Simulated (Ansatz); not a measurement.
# (KCl)2(NaI)2 [001] superlattice, started as rocksalt type: phonons and vibrational spectra, part 2 of 3

Wanted: phonon frequencies of (KCl)2(NaI)2 [001] superlattice, started as rocksalt type and what follows from them.

Ansatz 0.2.0; DFT PBEsol, scalar-relativistic, plane waves, PAW.

So far. Step 3 (Relaxing to small forces for the phonons): The largest force component left is 0.53 meV/Å and the pressure is 0.000 GPa, within the tolerances set. The cell now holds 31.62 Å³/atom. The relaxed cell has a = 4.466, c = 12.686 Å (conventional setting).

The structure was built from a prototype and need not be the compound's stable phase.

## (4) Modes at Γ

The zone centre is the only wavevector solved here; it holds the modes that light can see, as far as symmetry allows. The response to a homogeneous field gives the Born charges and the dielectric tensor, and its change with displacement the Raman tensors.

File input.yaml:

```yaml
crystal:
  lattice:
    - [3.157659087, 3.157659087, 0.0]
    - [-3.157659087, 3.157659087, 0.0]
    - [0.0, 0.0, 12.6859791496]
  atoms:
    - { symbol: Cl, position: [0.5, 0.5, -0.0036054351] }
    - { symbol: Cl, position: [1.0, 0.0, 0.2536054351] }
    - { symbol: I, position: [0.5, 0.5, 0.5068231555] }
    - { symbol: I, position: [1.0, 0.0, 0.7431768445] }
    - { symbol: K, position: [0.0, 0.0, 0.007932167] }
    - { symbol: K, position: [0.5, 0.5, 0.242067833] }
    - { symbol: Na, position: [0.0, 0.0, 0.4836334183] }
    - { symbol: Na, position: [0.5, 0.5, 0.7663665817] }
kpoints:
  mp_grid: { grid: [4, 4, 2] }
hamiltonian:
  xc: pbesol
scf:
  occupations: { method: fixed }
output:
  eigenvalues: true
phonons:
  method: dfpt
  dielectric: true
  rigid_motions: translations
  raman: true
```

Started as:

```bash
ansatz run input.yaml --threads 8 --pin off --max-ram 14336MiB --backend cpu --events-out ev --progress --plain --runs-dir out
```

Numbers of over 12 decimals in the logs are rounded to 6 here.

What it wrote:

```text
[...]
Crystal: 8 atoms, lattice volume = 252.979 Å³
Basis set: ecut = 420 eV, 4971 PW (Γ), exchange–correlation on 60×60×192 points (8 copies of the dense FFT grid, shifted against one another)
Bands: 51, of which v1, the nominal top of the filled ones, is band 42 counted from 1 (41 counted from 0)
Symmetry: 16 space group operations
k-points: 14 of 32 (irreducible under 2 space group operations, time reversal used)
[...]
SCF iter   1: F=—  HF=-22982.773234 eV  |F-HF|=—  |Δ(HF+E_count)|=         —  Δρ=2.91e-3  dr2=2.93e-2  ethr=1.77e-3  ⟨swp⟩=5.9  Hψ=2499  notcnv=0  defer=76
[...]
SCF iter   9: F=-22982.760004 eV  HF=-22982.760004 eV  |F-HF|=3.27e-11  |Δ(HF+E_count)|=   1.60e-9  Δρ=1.40e-7  dr2=5.95e-11  ethr=1.00e-12  ⟨swp⟩=22.1  Hψ=5947  notcnv=0
SCF 1 converged in 9 iterations: F = -22982.760004 eV  dr2 = 5.95e-11
[...]
NSCF: frozen V_eff on 12 k-points
[...]
DFPT response loops at q = (0, 0, 0) (fractional): preconditioner auto → Resta (q_TF=auto, 2.270 Å⁻¹)  ε∞=4.0 (no band partly filled); β = 1.00, the filter's whole step (`scf.mixing.beta` (0.50) is not read by the response loops at its default; to damp them type it under 1.00, their step now; it binds the ground state too); Anderson in place of MSR1; while a model of the screening serves, it and β = 1 on shorter waves in the place of filter and β
DFPT response loops at Γ: preconditioner auto → Resta (q_TF=auto, 2.270 Å⁻¹)  ε∞=4.0 (no band partly filled); β = 1.00, the filter's whole step (`scf.mixing.beta` (0.50) is not read by the response loops at its default; to damp them type it under 1.00, their step now; it binds the ground state too); Broyden in place of MSR1
── the response to a field inside a basis, on 8×8×4 k-points: an SCF that follows is theirs, and a resumed run solves both again ──
Bands: 43, of which v1, the nominal top of the filled ones, is band 42 counted from 1 (41 counted from 0)
k-points: 20 of 256
[...]
Eigensolver: Dense (20 Hₖ)
SCF iter   1: F=—  HF=-22982.506865 eV  |F-HF|=—  |Δ(HF+E_count)|=         —  Δρ=3.82e-4  dr2=1.38e-4  ethr=1.00e-1
[...]
SCF iter   7: F=-22982.506940 eV  HF=-22982.506940 eV  |F-HF|=3.64e-11  |Δ(HF+E_count)|=  5.75e-10  Δρ=1.23e-7  dr2=4.35e-11  ethr=1.00e-12
SCF 1 converged in 7 iterations: F = -22982.506940 eV  dr2 = 4.35e-11
[...]
WARN: field response: ε∞ stands inside a basis, on 8×8×4 points; the force constants stand on the 4×4×2 k-mesh, whose period is 11.50 times the interband length at k = (0.0000, 0.0000, 0.0000), direct gap 3.699 eV, under 14: take them and everything formed from them as unconverged, and compare with a denser kpoints.mp_grid
SCF converged after 9 iterations
Free energy (F): -22982.760004 eV
[...]
Internal energy: -22982.760004 eV  (E = F + TS)
E sigma→0 (E₀):  -22982.760004 eV
Fermi energy:    2.724147 eV
[...]
--- Band table (eV; the first three rows and the last of 14) ---
  k-point 0: bands = [... 38 lower, 2.2246, 2.4206, 2.7241, 2.7241, 6.4229, 7.7112, 7.9211, 8.0371, ... 5 higher]
  k-point 1: bands = [... 38 lower, 2.2292, 2.2622, 2.7199, 2.7199, 6.9945, 6.9962, 7.8971, 7.9934, ... 5 higher]
  k-point 2: bands = [... 38 lower, 2.0984, 2.3449, 2.5079, 2.7092, 7.4645, 8.0905, 8.3811, 8.5766, ... 5 higher]
  k-point 13: bands = [... 38 lower, 1.7428, 1.7428, 2.0551, 2.0551, 7.9378, 7.9378, 8.2392, 8.2392, ... 5 higher]
--- Phonons (Γ-DFPT): 8 representative perturbations + reference (Σ response iterations 46) ---
  k mesh reduced under 2 symmetry operations, with k and −k counted as one. Each operation leaves every solved perturbation unchanged. A smaller set is not considered because the run solves the response to a homogeneous field
  ASR residual: 1.667e-4 → 0.000e0 eV/Å²; symmetrization residual: 1.739e-5 eV/Å²
  ASR residual per site (eV/Å²): 1.21e-4 1.21e-4 1.63e-4 1.63e-4 6.17e-5 6.17e-5 1.67e-4 1.67e-4
  Γ frequencies (cm⁻¹): 0.00 0.00 0.00 33.33 33.33 35.56 35.56 52.53 52.53 65.23 90.65 99.39 109.35 126.07 126.07 128.21 128.21 131.90 131.90 132.69 132.69 136.01 150.57 155.75
  ε∞ (high-frequency dielectric tensor):
        2.941928    -0.000000     0.000000
       -0.000000     2.941928     0.000000
        0.000000     0.000000     2.850015
  ε⁰ (static dielectric tensor: ions relaxed, cell fixed):
        6.395223     0.000000    -0.000000
        0.000000     6.395223     0.000000
       -0.000000     0.000000     6.752399
  ε⁰ − ε∞ (ionic part):
        3.453295     0.000000    -0.000000
        0.000000     3.453295     0.000000
       -0.000000     0.000000     3.902383
  softest optical mode at Γ: 33.33 cm⁻¹; the repairs (sum rule, projections) moved no ω² at Γ by more than (2.63 cm⁻¹)²
  Born effective charges Z* (e; rows j = field, columns β = displacement):
    site 0:
        -1.14775    0.00000   -0.00000
         0.00000   -1.14775   -0.00000
        -0.00000    0.00000   -1.34614
    site 1:
        -1.14775   -0.00000    0.00000
         0.00000   -1.14775   -0.00000
         0.00000    0.00000   -1.34614
    site 2:
        -1.15848   -0.00000    0.00000
        -0.00000   -1.15848    0.00000
         0.00000   -0.00000   -0.93433
    site 3:
        -1.15848   -0.00000    0.00000
        -0.00000   -1.15848   -0.00000
        -0.00000    0.00000   -0.93433
    site 4:
         1.10600   -0.00000    0.00000
        -0.00000    1.10600   -0.00000
         0.00000    0.00000    1.27437
    site 5:
         1.10600   -0.00000    0.00000
        -0.00000    1.10600   -0.00000
        -0.00000    0.00000    1.27437
    site 6:
         1.20022    0.00000    0.00000
        -0.00000    1.20022   -0.00000
        -0.00000    0.00000    1.00610
    site 7:
         1.20022    0.00000    0.00000
        -0.00000    1.20022    0.00000
        -0.00000    0.00000    1.00610
  Z* charge neutrality: 2.361e-2 e pre-enforcement
  solved inside a basis spanned on kpoints, on 8×8×4 k-points: ε∞ is read to err by 1.4e-2, Z* by 2.2e-2 e (field_mesh: kpoints solves on kpoints); Z* is corrected for what the basis lacks
  Raman tensors (in the event stream and the table raman_tensors.tsv): an entry may err by 1.4e-1 Å², one of the second-order susceptibility by 5.6e-19 pm/V (basis, points and sum rule); their sum over the sites missed zero by 1.110e-16 Å² ahead of its enforcement
  optical modes at Γ without the LO–TO term, one row a degenerate level:
      ω (cm⁻¹)  modes    IR ((D/Å)²/amu)  static Raman (Å⁴/amu)  depolarisation
         33.33      2             0.0000                 0.4951           0.750
         35.56      2             0.0542                 0.0000               —
         52.53      2             0.0000                 0.0173           0.750
         65.23      1             0.0000                 0.9304           0.223
         90.65      1             0.0451                 0.0000               —
         99.39      1             0.0000                 1.9391           0.024
        109.35      1             4.3900                 0.0000               —
        126.07      2             5.1332                 0.0000               —
        128.21      2             0.0000                 0.0601           0.750
        131.90      2             7.8875                 0.0000               —
        132.69      2             0.0000                 0.2158           0.750
        136.01      1             0.0000                 0.0921           0.159
        150.57      1             0.0000                 3.0966           0.001
        155.75      1             2.1891                 0.0000               —
  optical modes at Γ + LO–TO along q̂ = [1.0000, 0.0000, 0.0000]:
      ω (cm⁻¹)  modes    IR ((D/Å)²/amu)  static Raman (Å⁴/amu)  depolarisation
         33.33      2             0.0000                 0.4951           0.750
         35.56      1             0.0271                 0.0000               —
         36.05      1             0.0056                 0.0000               —
         52.53      2             0.0000                 0.0173           0.750
         65.23      1             0.0000                 0.9304           0.223
         90.65      1             0.0451                 0.0000               —
         99.39      1             0.0000                 1.9391           0.024
        109.35      1             4.3900                 0.0000               —
        126.07      1             2.5666                 0.0000               —
        128.21      2             0.0000                 0.0601           0.750
        128.29      1             0.0097                 0.0000               —
        131.90      1             3.9438                 0.0000               —
        132.69      2             0.0000                 0.2158           0.750
        136.01      1             0.0000                 0.0921           0.159
        150.57      1             0.0000                 3.0966           0.001
        155.75      1             2.1891                 0.0000               —
        188.50      1             6.5221                 0.0000               —
  optical modes at Γ + LO–TO along q̂ = [0.0000, 1.0000, 0.0000]:
      ω (cm⁻¹)  modes    IR ((D/Å)²/amu)  static Raman (Å⁴/amu)  depolarisation
         33.33      2             0.0000                 0.4951           0.750
         35.56      1             0.0271                 0.0000               —
         36.05      1             0.0056                 0.0000               —
         52.53      2             0.0000                 0.0173           0.750
         65.23      1             0.0000                 0.9304           0.223
         90.65      1             0.0451                 0.0000               —
         99.39      1             0.0000                 1.9391           0.024
        109.35      1             4.3900                 0.0000               —
        126.07      1             2.5666                 0.0000               —
        128.21      2             0.0000                 0.0601           0.750
        128.29      1             0.0097                 0.0000               —
        131.90      1             3.9438                 0.0000               —
        132.69      2             0.0000                 0.2158           0.750
        136.01      1             0.0000                 0.0921           0.159
        150.57      1             0.0000                 3.0966           0.001
        155.75      1             2.1891                 0.0000               —
        188.50      1             6.5221                 0.0000               —
  optical modes at Γ + LO–TO along q̂ = [0.0000, 0.0000, 1.0000]:
      ω (cm⁻¹)  modes    IR ((D/Å)²/amu)  static Raman (Å⁴/amu)  depolarisation
         33.33      2             0.0000                 0.4951           0.750
         35.56      2             0.0542                 0.0000               —
         52.53      2             0.0000                 0.0173           0.750
         65.23      1             0.0000                 0.9304           0.223
         90.80      1             0.0019                 0.0000               —
         99.39      1             0.0000                 1.9391           0.024
        126.07      2             5.1332                 0.0000               —
        128.21      2             0.0000                 0.0601           0.750
        131.90      2             7.8875                 0.0000               —
        132.69      2             0.0000                 0.2158           0.750
        135.09      1             0.6645                 0.0000               —
        136.01      1             0.0000                 0.0921           0.159
        150.57      1             0.0000                 3.0966           0.001
        193.74      1             5.9578                 0.0000               —
```

Elapsed: 3.9 min, on 8 threads of Arm Neoverse V2, shared host; peak memory 3.7 GiB.

Numbers from this step:

```yaml
sum_rule_residual_before_enforcement: 1.67e-4 eV/Å²
miss_of_the_charge_sum_rule: 0.02361 e
estimated_error_of_the_dielectric_tensor: 0.01448
estimated_error_of_the_born_charges: 0.02220 e
point_group: 4/mmm
highest_optical_mode_at_the_zone_centre_no_lo_to_term: 155.8 cm⁻¹
lowest_optical_zone_centre_mode: 33.33 cm⁻¹
mean_high_frequency_dielectric_constant: 2.911
largest_born_charge_third_of_the_trace: -1.214 e
mean_static_dielectric_constant: 6.514
top_of_the_zone_centre_spectrum_with_the_field: 193.7 cm⁻¹
```

Without the LO-TO term. Patterns of degenerate modes are one choice out of their space. The modes at Γ (shares of kinetic energy by element, %):

```
mode  frequency (cm⁻¹)  symmetry  Cl %  I %  K %  Na %
   1               0.0  acoustic    16   57   17    10
   2               0.0  acoustic    16   57   17    10
   3               0.0  acoustic    16   57   17    10
   4              33.3        Eg     6   75    5    14
   5              33.3        Eg     6   75    5    14
   6              35.6        Eu    27   31   39     3
   7              35.6        Eu    27   31   39     3
   8              52.5        Eg    39   10   50     1
   9              52.5        Eg    39   10   50     1
  10              65.2       A1g     0   91    9     0
  11              90.7       A2u    43   31   23     2
  12              99.4       A1g    31    0    0    68
  13             109.3       A2u     6   12    3    78
  14             126.1        Eu    56    0   43     1
  15             126.1        Eu    56    0   43     1
  16             128.2        Eg    54    0   45     1
  17             128.2        Eg    54    0   45     1
  18             131.9        Eu     1   13    0    86
  19             131.9        Eu     1   13    0    86
  20             132.7        Eg     1   14    0    85
  21             132.7        Eg     1   14    0    85
  22             136.0       A1g    40    5   41    14
  23             150.6       A1g    28    5   50    17
  24             155.8       A2u    35    0   56    10
```

Displacements in mode 5 (33.3 cm⁻¹), the largest set to 1:
```
Cl1 -0.09  0.52  0.00
Cl2  0.09 -0.52  0.00
I3   0.18 -1.00  0.00
I4  -0.18  1.00  0.00
K5  -0.08  0.47  0.00
K6   0.08 -0.47  0.00
Na7  0.18 -1.00  0.00
Na8 -0.18  1.00  0.00
```

Displacements in mode 6 (35.6 cm⁻¹), the largest set to 1:
```
Cl1  0.04  0.88  0.00
Cl2  0.04  0.88  0.00
I3  -0.02 -0.49  0.00
I4  -0.02 -0.49  0.00
K5   0.05  1.00  0.00
K6   0.05  1.00  0.00
Na7 -0.02 -0.35  0.00
Na8 -0.02 -0.35  0.00
```

[end of part 2 of 3]

[Logs are printed without paths, hosts, clocks, repeated set-up lines and the standing remarks that a program may print on its own settings, such as how far it seeks lower states.]

[Hosts, paths, dates, database ids (printed as entryN), source tags and the programs' standing remarks are cut or masked in the printed files.]
